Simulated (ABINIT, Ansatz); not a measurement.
# NaHF2 (R-3m): G0W0 with ABINIT, start to end, part 3 of 3

Wanted: ground state, empty states, screening and self-energy for NaHF2 (R-3m).

ABINIT 10.8.3; PBEsol and many-body steps on it, plane waves. Known limits of the many-body steps: not at the basis limit.

So far. Step 3 (Bands along the symmetry lines): The gap is 6.931 eV, as in the run before at this level. Step 4 (Empty states on the mesh, 4×4×4 mesh, 97 bands): On this mesh the gap is 6.931 eV.

## (5) Screening, 4×4×4 mesh, 89 bands, screening to 176.9 eV

The RPA dielectric matrix is built and inverted for each q.

This step: RPA screening on PBEsol, plane waves, norm-conserving pseudopotentials.

Contents of run.abi:

```
acell 3*1.0 Angstrom
rprim 
  1.737000000015 1.002857417591 4.583333333300
  -1.737000000015 1.002857417591 4.583333333300
  -0.000000000000 -2.005714835182 4.583333333300
ntypat 3
znucl 11 1 9
natom 4
typat 1 2 3 3
xred 
  0.000000000000 0.000000000000 0.000000000000
  0.500000000000 0.500000000000 0.500000000000
  0.417600000000 0.417600000000 0.417600000000
  0.582400000000 0.582400000000 0.582400000000
pp_dirpath "pseudos"
pseudos "Na.upf, H.upf, F.upf"
ecut 38
ngkpt 4 4 4
nshiftk 1
shiftk 0 0 0
kptopt 1
chksymbreak 0
istwfk *1
occopt 1
irdwfk 1
optdriver 3
nband 89
ecuteps 6.5
inclvkb 2
awtr 1
symchi 1
indata_prefix "in"
outdata_prefix "out"
tmpdata_prefix "tmp"
```

Run with:

```bash
OMP_NUM_THREADS=1 mpirun -n 4 abinit run.abi > log
```

Numbers of over 12 decimals in the logs are rounded to 6 here.

What it wrote:

```text
.Version 10.8.3 of ABINIT. v10.8.2 released Aug 2026.

 Symmetries : space group R-3 m (#166); Bravais hR (rhombohedral)
[... echo of the input left out ...]
== DATASET  1 ==================================================================
-   mpi_nproc: 4, omp_nthreads: 1 (-1 if OMP is not activated)

--- !DatasetInfo
iteration_state: {dtset: 1, }
dimensions: {natom: 4, nkpt: 13, mband: 89, nsppol: 1, nspinor: 1, nspden: 1, mpw: 3640, }
cutoff_energies: {ecut:  38.0, pawecutdg:  -1.0, }
electrons: {nelect:   2.40000000E+01, charge:   0.00000000E+00, occopt:   1.00000000E+00, tsmear:   1.00000000E-02, }

 SCREENING: Calculation of the susceptibility and dielectric matrices

 Based on a program developped by R.W. Godby, V. Olevano, G. Onida, and L. Reining.
 Incorporated in ABINIT by V. Olevano, G.-M. Rignanese, and M. Torrent.
.Using double precision arithmetic ; gwpc =  8

[... cell and pseudopotentials left out ...]
--------------------------------------------------------------------------------

 ==== K-mesh for the wavefunctions ====
 Number of points in the irreducible wedge :    13
[... list of points left out ...]
 Together with 12 symmetry operations and time-reversal symmetry
 yields    64 points in the full Brillouin Zone.

 ==== Q-mesh for the screening function ====
 Number of points in the irreducible wedge :    13
[... list of points left out ...]
 Together with 12 symmetry operations and time-reversal symmetry
 yields    64 points in the full Brillouin Zone.

 setmesh: FFT mesh size selected  =    40x   40x   40
          total number of points  =        64000

 vcoul_init : cutoff-mode = AUXILIARY_FUNCTION
 q-points for optical limit:   1
     1)      0.000010    0.000020    0.000030

- screening: taking advantage of time-reversal symmetry
- Maximum band index for partially occupied states nbvw = 12
- Remaining bands to be divided among processors   nbcw = 77
- Number of bands treated by each node ~19

 Number of electrons calculated from density =   24.0000; Expected =   24.0000
 average of density, n =  0.074241
 r_s =    1.4760
 omega_plasma =   26.2831 [eV]

 calculating chi0 at frequencies [eV] :
  1    0.000000E+00    0.000000E+00
  2    0.000000E+00    2.628313E+01

--------------------------------------------------------------------------------
  q-point number  1        q = ( 0.000000, 0.000000, 0.000000) [r.l.u.]
--------------------------------------------------------------------------------
[... chi0 elements left out ...]
 For q-point:  0.000010 0.000020 0.000030
  dielectric constant =   1.6668
  dielectric constant without local fields =   1.7657

  Average fulfillment of the sum rule on Im[epsilon] for q-point    1 :     50.89  [%]
[... wings left out ...]
  q-point number  2        q = ( 0.250000, 0.000000, 0.000000) [r.l.u.]
--------------------------------------------------------------------------------
[... chi0 elements left out ...]
  Average fulfillment of the sum rule on Im[epsilon] for q-point    2 :     60.45  [%]

 [... 11 further q-points ...]
```

Elapsed: 5.4 min, on 4 MPI ranks of Arm Neoverse N1, shared host; peak memory 2.1 GiB.

Numbers from this step:

```
ε∞ with local fields, on this mesh, along the program's q direction : 1.667
the same without local fields                                       : 1.766
plasma frequency                                                    : 26.28 eV
plane waves in the screening matrix                                 : 261
```

Local fields lower ε∞ by 6 %.

## (6) Self-energy, 4×4×4 mesh, 89 bands, screening to 176.9 eV

The self-energy is evaluated for the states that the input lists, and the levels follow from it, in one-shot runs by the linearised quasiparticle equation.

This step: G0W0 on PBEsol, plane waves, norm-conserving pseudopotentials.

Changes to run.abi since step 5:

```diff
@@ -25,8 +25,17 @@
 irdwfk 1
-optdriver 3
+optdriver 4
 nband 89
+gwcalctyp 0
+ecutsigx 38
+symsigma 1
+nkptgw 2
+kptgw 
+  0.5000000000 0.5000000000 0.5000000000
+  0.0000000000 0.0000000000 0.0000000000
+bdgw 
+  11 14
+  10 14
 ecuteps 6.5
-inclvkb 2
-awtr 1
-symchi 1
+irdscr 1
+ppmodel 1
 indata_prefix "in"
```

What it wrote:

```text
.Version 10.8.3 of ABINIT. v10.8.2 released Aug 2026.

 Symmetries : space group R-3 m (#166); Bravais hR (rhombohedral)
[... echo of the input left out ...]
== DATASET  1 ==================================================================
-   mpi_nproc: 4, omp_nthreads: 1 (-1 if OMP is not activated)

--- !DatasetInfo
iteration_state: {dtset: 1, }
dimensions: {natom: 4, nkpt: 13, mband: 89, nsppol: 1, nspinor: 1, nspden: 1, mpw: 3640, }
cutoff_energies: {ecut:  38.0, pawecutdg:  -1.0, }
electrons: {nelect:   2.40000000E+01, charge:   0.00000000E+00, occopt:   1.00000000E+00, tsmear:   1.00000000E-02, }

 SIGMA: Calculation of the GW corrections

 Based on a program developped by R.W. Godby, V. Olevano, G. Onida, and L. Reining.
 Incorporated in ABINIT by V. Olevano, G.-M. Rignanese, and M. Torrent.
.Using double precision arithmetic ; gwpc =  8

[... cell and pseudopotentials left out ...]
--------------------------------------------------------------------------------

 ==== K-mesh for the wavefunctions ====
 Number of points in the irreducible wedge :    13
[... list of points left out ...]
 Together with 12 symmetry operations and time-reversal symmetry
 yields    64 points in the full Brillouin Zone.

 ==== Q-mesh for screening function ====
 Number of points in the irreducible wedge :    13
[... list of points left out ...]
 Together with 12 symmetry operations and time-reversal symmetry
 yields    64 points in the full Brillouin Zone.

 vcoul_init : cutoff-mode = AUXILIARY_FUNCTION
 q-points for optical limit:   1
     1)      0.000010    0.000020    0.000030
 setmesh: FFT mesh size selected  =    54x   54x   54
          total number of points  =       157464

 Number of electrons calculated from density =   24.0000; Expected =   24.0000
 average of density, n =  0.074241
 r_s =    1.4760
 omega_plasma =   26.2831 [eV]

 === KS Band Gaps ===
  >>>> For spin  1
   Minimum direct gap =   7.1316 [eV], located at k-point      :   0.0000  0.0000  0.0000
   Fundamental gap    =   6.9313 [eV], Top of valence bands at :   0.5000  0.5000  0.5000
                                       Bottom of conduction at :   0.0000  0.0000  0.0000
 SIGMA fundamental parameters:
 PLASMON POLE MODEL  1
 number of plane-waves for SigmaX                 3607
 number of plane-waves for SigmaC and W            261
 number of plane-waves for wavefunctions          3607
 number of bands                                    89
 number of independent spin polarizations            1
 number of spinorial components                      1
 number of k-points in IBZ                          13
 number of q-points in IBZ                          13
 number of symmetry operations                      12
 number of k-points in BZ                           64
 number of q-points in BZ                           64
 number of frequencies for dSigma/dE                 9
 frequency step for dSigma/dE [eV]                0.25
 number of omega for Sigma on real axis              0
 max omega for Sigma on real axis  [eV]           0.00
 zcut for avoiding poles [eV]                     0.10

 EPSILON^-1 parameters (SCR file):
 dimension of the eps^-1 matrix on file            261
 dimension of the eps^-1 matrix used               261
 number of plane-waves for wavefunctions          3607
 number of bands                                    89
 number of q-points in IBZ                          13
 number of frequencies                               2
 number of real frequencies                          1
 number of imag frequencies                          1

 matrix elements of self-energy operator (all in [eV])

 Perturbative Calculation

--- !SelfEnergy_ee
iteration_state: {dtset: 1, }
kpoint     : [   0.500,    0.500,    0.500, ]
spin       : 1
KS_gap     :    8.690
QP_gap     :   13.201
Delta_QP_KS:    4.510
data: !SigmaeeData |
     Band     E0 <VxcDFT>   SigX SigC(E0)      Z dSigC/dE  Sig(E)    E-E0       E
       11  -3.442 -22.457 -30.582   4.578   0.832  -0.202 -25.407  -2.950  -6.392
       12  -3.442 -22.457 -30.582   4.578   0.832  -0.202 -25.407  -2.950  -6.392
       13   5.248  -7.722  -3.833  -2.184   0.915  -0.093  -6.162   1.560   6.809
       14   6.328 -10.325  -5.836  -2.290   0.903  -0.107  -8.339   1.986   8.314

--- !SelfEnergy_ee
iteration_state: {dtset: 1, }
kpoint     : [   0.000,    0.000,    0.000, ]
spin       : 1
KS_gap     :    7.132
QP_gap     :   11.382
Delta_QP_KS:    4.250
data: !SigmaeeData |
     Band     E0 <VxcDFT>   SigX SigC(E0)      Z dSigC/dE  Sig(E)    E-E0       E
       10  -3.668 -22.031 -30.205   4.551   0.832  -0.201 -25.046  -3.016  -6.684
       11  -3.668 -22.031 -30.205   4.551   0.832  -0.201 -25.046  -3.016  -6.684
       12  -3.642 -23.108 -30.379   4.049   0.840  -0.190 -25.816  -2.708  -6.351
       13   3.489  -8.257  -4.342  -2.229   0.914  -0.094  -6.715   1.542   5.031
       14   9.789  -7.583  -3.079  -2.497   0.912  -0.097  -5.753   1.830  11.619

== END DATASET(S) ==============================================================
================================================================================

 -outvars: echo values of variables after computation  --------
           etotal      0.0000000000E+00
            nband          89
             nkpt          13
          spgroup         166
 [... the other variables as echoed above ...]

 Calculation completed.
```

Elapsed: 26 s, on 4 MPI ranks; peak memory 1.8 GiB; 1.7 min of CPU time.

This step gave:

| Quantity | Value |
| --- | --- |
| G0W0 gap on the points computed | 11.38 eV |
| starting gap on the mesh | 6.931 eV |
| k of the valence top | 0, 0, 0 |
| k of the conduction bottom | 0, 0, 0 |
| Z at the valence top | 0.84 |
| Z at the conduction bottom | 0.914 |
| least direct G0W0 gap on the computed points | 11.38 eV |

The gap on the mesh goes from 6.93 eV to 11.38 eV, a correction of +4.45 eV.

Limits: finite bands, cutoff and mesh. v1 is the top filled band, c1 the lowest empty one. The levels before and after the correction (eV, zero at the valence-band top of each column):

```tsv
	conduction bottom	valence top
Kohn-Sham	6.93	0.00
G0W0	11.38	0.00
```

```tsv
	level	energy (eV)
Kohn-Sham	Γ v3-v2	-0.226
Kohn-Sham	Γ v1	-0.200
Kohn-Sham	Γ c1	6.931
Kohn-Sham	Γ c2	13.231
G0W0	Γ v3-v2	-0.333
G0W0	Γ v1	0.000
G0W0	Γ c1	11.382
G0W0	Γ c2	17.970
```

## (7) Where the time went

Times are wall times on 4 MPI ranks of Arm Neoverse N1, shared host, good to a factor of about two.

```tsv
step	time	share	memory (GiB)
ground state	2.3 min	22 %	0.44
bands along the symmetry lines	44 s	7 %	0.37
empty states on the mesh	88 s	14 %	0.37
screening	5.4 min	53 %	2.1
self-energy	26 s	4 %	1.8
```

## (8) What came out

```
PBEsol gap           : 6.93 eV, indirect
G0W0 gap on the mesh : 11.38 eV
GW settings          : 4×4×4 mesh, 89 bands, screening to 176.9 eV, Godby-Needs plasmon pole
known limits         : not at the basis limit
```

G0W0 moves the gap on the mesh from 6.93 eV to 11.38 eV (+4.45 eV), with Z of 0.84 and 0.91 at the edges. Local fields lower the RPA ε∞ on this mesh from 1.77 to 1.67. Only 2 of the mesh's irreducible points were corrected, so a valley elsewhere could overtake. The dearest step here is «screening». Bands and cutoff are finite, so the gap is not at the basis limit. The miss can reach some tenths of an eV and take either sign; the mesh is an error of its own. In the G0W0 run levels were corrected at 2 k points alone, so a gap called «on the mesh» is the least over those, and an edge elsewhere would be missed.

[Paths, hosts, dates, memory and timing lines, banners, echoed tables and standing remarks are left out of the program output.]

[Logs are printed without paths, hosts, clocks, repeated set-up lines and the standing remarks that a program may print on its own settings, such as how far it seeks lower states.]

[Runs of the session that timed out or met a known fault of the program may be left out.]

[Hosts, paths, dates, database ids (printed as entryN), source tags and the programs' standing remarks are cut or masked in the printed files.]

[G0W0 gaps are taken among the corrected bands and points alone; a level outside them can change the order at an edge.]

[Where Ansatz stands beside ABINIT at settings called matched, ABINIT's density can come from a denser mesh and the files from another edition; pairs whose starting gaps differed by over 0.03 eV were left out, so agreement reads better than it is.]
